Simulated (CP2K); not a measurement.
The O K edge of fluorocarbonylketene was computed by TDDFT (CP2K XAS_TDP, aug-cc-pVDZ, TDA) at these levels: BHandHLYP, PBEh(45%) and PBEh(45%) + GW2X. The first three lines of O1 (bonded to C) with a strength over 0.0015, energy in eV and strength:

```tsv
run	first	second	third
1	531.07 (0.049)	534.13 (0.026)	538.43 (0.003)
2	528.42 (0.043)	531.03 (0.028)	533.89 (0.003)
3	533.23 (0.043)	535.84 (0.028)	538.71 (0.003)
```

Q: Which run is which?

Run 1: BHandHLYP (50 % exact exchange). Run 2: PBEh(45%) (45 % exact exchange). Run 3: PBEh(45%) + GW2X (45 % exact exchange). Self-interaction lifts the core level, so the uncorrected lines rise with the share of exact exchange. The GW2X run keeps the spacings of its parent: 2.61 eV between the first two lines in run 3, 2.61 eV in run 2. Its shift is +4.81 eV, since the Kohn–Sham level at this share of exchange lies that far above the quasiparticle level.

[Banner, clock and machine lines of the logs are left out without a mark of their own.]

[Logs are printed without paths, hosts, clocks, repeated set-up lines and the standing remarks that a program may print on its own settings, such as how far it seeks lower states.]

[Hosts, paths, dates, database ids (printed as entryN), source tags and the programs' standing remarks are cut or masked in the printed files.]
